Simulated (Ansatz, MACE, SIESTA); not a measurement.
## Atom list for Random packing of 52AlCl3-48NaCl (mol %) (76 atoms)

The starting structure: 76 atoms (13 Al, 51 Cl, 12 Na) packed at random in a cube at 1.9 g/cm³ and pushed apart as soft spheres, cations and anions kept from their own kind; a start for melting by ab initio MD, not an equilibrated structure. Then every atom was moved at random, 0.03 Å r.m.s. a Cartesian component.

Geometry: the built cell with every atom moved at random. Computed with SIESTA 5.4.2: Kohn-Sham DFT, PBE, PseudoDojo 0.4.1 norm-conserving pseudopotentials (converted to PSML), numerical atomic orbitals (DZP), diagonalisation; shift 0.01 Ry; mesh 350 Ry; levels smeared at 580 K; Γ point; density 1.90 g/cm³.

Cell vectors (Å):

```
12.857 0.000 0.000
0.000 12.857 0.000
0.000 0.000 12.857
```

Positions (Å):

```
1 Al 8.473 9.992 0.544
2 Al 10.335 8.046 7.707
3 Al 1.705 6.815 12.265
4 Al 10.914 10.189 3.359
5 Al 4.763 5.998 2.845
6 Al 11.903 5.887 2.700
7 Al 8.708 3.135 9.684
8 Al 10.983 2.969 12.627
9 Al 11.131 2.261 2.967
10 Al 3.702 9.419 3.603
11 Al 1.949 2.011 12.852
12 Al 11.207 2.769 7.142
13 Al 5.673 0.181 0.274
14 Cl 7.238 5.508 3.343
15 Cl 10.566 0.275 9.636
16 Cl 6.759 5.565 6.678
17 Cl 5.584 5.969 10.179
18 Cl 0.467 1.610 8.093
19 Cl 4.501 10.803 8.152
20 Cl 4.158 3.411 6.236
21 Cl 1.616 11.556 9.711
22 Cl 2.738 8.470 0.989
23 Cl 4.654 7.564 4.383
24 Cl 2.088 9.274 6.234
25 Cl 4.371 12.146 11.556
26 Cl 3.595 6.456 7.476
27 Cl 9.010 12.782 12.629
28 Cl 6.924 2.627 12.272
29 Cl 12.465 12.853 12.548
30 Cl 8.371 9.973 11.026
31 Cl 10.426 4.962 4.041
32 Cl 10.939 5.014 0.665
33 Cl 9.067 8.505 5.425
34 Cl 8.451 6.668 11.926
35 Cl 3.827 0.802 1.775
36 Cl 0.562 4.958 7.674
37 Cl 6.267 9.319 0.766
38 Cl 0.663 1.951 2.147
39 Cl 9.044 12.733 5.574
40 Cl 2.765 7.893 10.452
41 Cl 6.635 3.015 8.980
42 Cl 7.346 12.581 8.920
43 Cl 1.470 5.263 1.052
44 Cl 0.926 10.228 3.250
45 Cl 9.122 3.072 6.586
46 Cl 9.162 2.495 2.051
47 Cl 6.995 12.197 2.478
48 Cl 10.859 12.401 2.707
49 Cl 12.397 11.469 6.856
50 Cl 3.790 1.204 8.836
51 Cl 9.594 7.726 2.144
52 Cl 12.364 7.671 4.844
53 Cl 11.633 3.924 10.340
54 Cl 12.601 7.541 11.996
55 Cl 3.250 12.440 4.948
56 Cl 0.881 4.580 4.268
57 Cl 11.492 9.869 9.794
58 Cl 7.149 8.632 8.092
59 Cl 11.793 1.786 5.115
60 Cl 6.693 2.042 4.376
61 Cl 9.511 6.065 8.780
62 Cl 4.494 4.058 1.808
63 Cl 3.798 3.347 11.379
64 Cl 6.297 10.432 5.281
65 Na 5.129 7.157 12.542
66 Na 3.265 3.981 8.704
67 Na 5.332 9.989 10.481
68 Na 6.343 1.132 6.906
69 Na 2.371 6.602 5.160
70 Na 0.740 8.610 8.434
71 Na 2.467 2.417 4.542
72 Na 12.156 9.921 0.159
73 Na 2.279 11.515 0.645
74 Na 8.369 4.816 1.135
75 Na 8.335 10.828 7.238
76 Na 0.348 12.640 4.046
```

Predict the forces and charges.

Columns: atom, q, fx, fy, fz (forces in eV/Å, q the Hirshfeld charge in e).

```
1 0.33 -0.789 0.551 -1.614
2 0.41 -1.894 -0.567 0.092
3 0.34 0.966 1.318 0.076
4 0.28 0.061 -1.027 0.960
5 0.35 2.950 -2.243 -0.354
6 0.28 0.322 0.642 2.084
7 0.35 -0.311 -0.390 -0.004
8 0.23 0.291 -1.516 -2.106
9 0.32 -0.201 -0.467 0.356
10 0.25 -0.932 3.190 0.959
11 0.25 0.801 0.151 -1.183
12 0.38 2.293 -0.500 1.502
13 0.39 1.446 0.977 1.539
14 -0.16 -2.234 0.775 -0.287
15 -0.13 -0.723 1.078 -0.410
16 -0.14 -0.329 0.225 -0.026
17 -0.19 -0.047 0.165 0.392
18 -0.10 -1.807 0.802 -0.776
19 -0.08 -0.059 0.220 0.034
20 -0.16 0.321 0.132 -0.256
21 -0.18 0.351 -0.189 0.162
22 -0.11 0.107 -0.794 -0.443
23 0.16 0.981 -0.936 1.069
24 -0.16 0.595 -0.204 -0.587
25 0.00 0.347 0.473 0.770
26 -0.17 0.113 0.038 0.035
27 -0.20 -0.553 -1.098 0.367
28 -0.18 -0.236 -1.026 0.523
29 -0.22 0.948 0.193 0.108
30 -0.10 0.049 -0.174 1.642
31 -0.05 0.106 -0.830 -0.396
32 0.03 0.770 1.209 0.528
33 -0.11 1.198 0.281 1.268
34 -0.28 -0.451 -0.450 0.412
35 -0.05 0.438 -0.224 -1.056
36 -0.24 -0.866 -0.260 -0.110
37 -0.11 0.166 0.138 0.266
38 -0.03 -0.903 0.314 0.631
39 -0.24 -0.015 -0.094 -0.175
40 -0.04 -0.508 -1.095 1.298
41 -0.02 0.485 0.128 0.112
42 -0.17 -0.009 -0.218 0.278
43 -0.07 0.102 0.520 -0.745
44 -0.15 -0.477 -0.104 -0.981
45 0.00 0.749 0.286 0.770
46 0.01 0.274 -0.558 0.343
47 -0.14 -0.784 0.205 -1.936
48 -0.05 0.177 0.838 -0.086
49 -0.19 -0.329 -0.277 -0.622
50 -0.14 -0.025 -0.066 -0.296
51 -0.14 0.541 1.007 -0.525
52 -0.17 -0.176 -0.462 -1.221
53 -0.14 -0.592 -0.699 1.021
54 -0.05 -0.752 -0.132 -0.164
55 -0.23 -0.451 0.109 -0.519
56 -0.19 -0.457 0.575 -1.010
57 -0.17 -0.315 -1.038 -1.172
58 -0.13 0.359 -0.129 0.183
59 0.06 0.172 0.119 -0.453
60 -0.20 0.075 -0.103 0.246
61 -0.12 0.742 1.025 -0.795
62 -0.05 -0.192 0.982 0.456
63 -0.17 -1.220 -0.186 0.814
64 -0.16 -0.755 -0.346 -0.447
65 0.18 0.556 -0.402 -0.642
66 0.12 -0.071 -0.009 -0.099
67 0.18 0.602 -0.306 -0.665
68 0.14 -0.349 -0.121 -0.296
69 0.12 -0.984 -0.112 0.977
70 0.17 0.340 0.428 0.082
71 0.17 0.510 -0.345 0.275
72 0.24 -0.188 0.527 -0.379
73 0.22 -0.050 0.028 -0.074
74 0.10 -0.717 0.489 -0.376
75 0.10 -0.089 0.103 -0.179
76 0.12 0.658 -0.604 0.796
```

Only the Γ point is sampled, in a cell whose shortest periodic width is 13 Å.

The r.m.s. force component is 0.781 eV/Å; the longest force, 3.72 eV/Å, acts on Al5.

[Logs are printed without paths, hosts, clocks, repeated set-up lines and the standing remarks that a program may print on its own settings, such as how far it seeks lower states.]

[Hosts, paths, dates, database ids (printed as entryN), source tags and the programs' standing remarks are cut or masked in the printed files.]
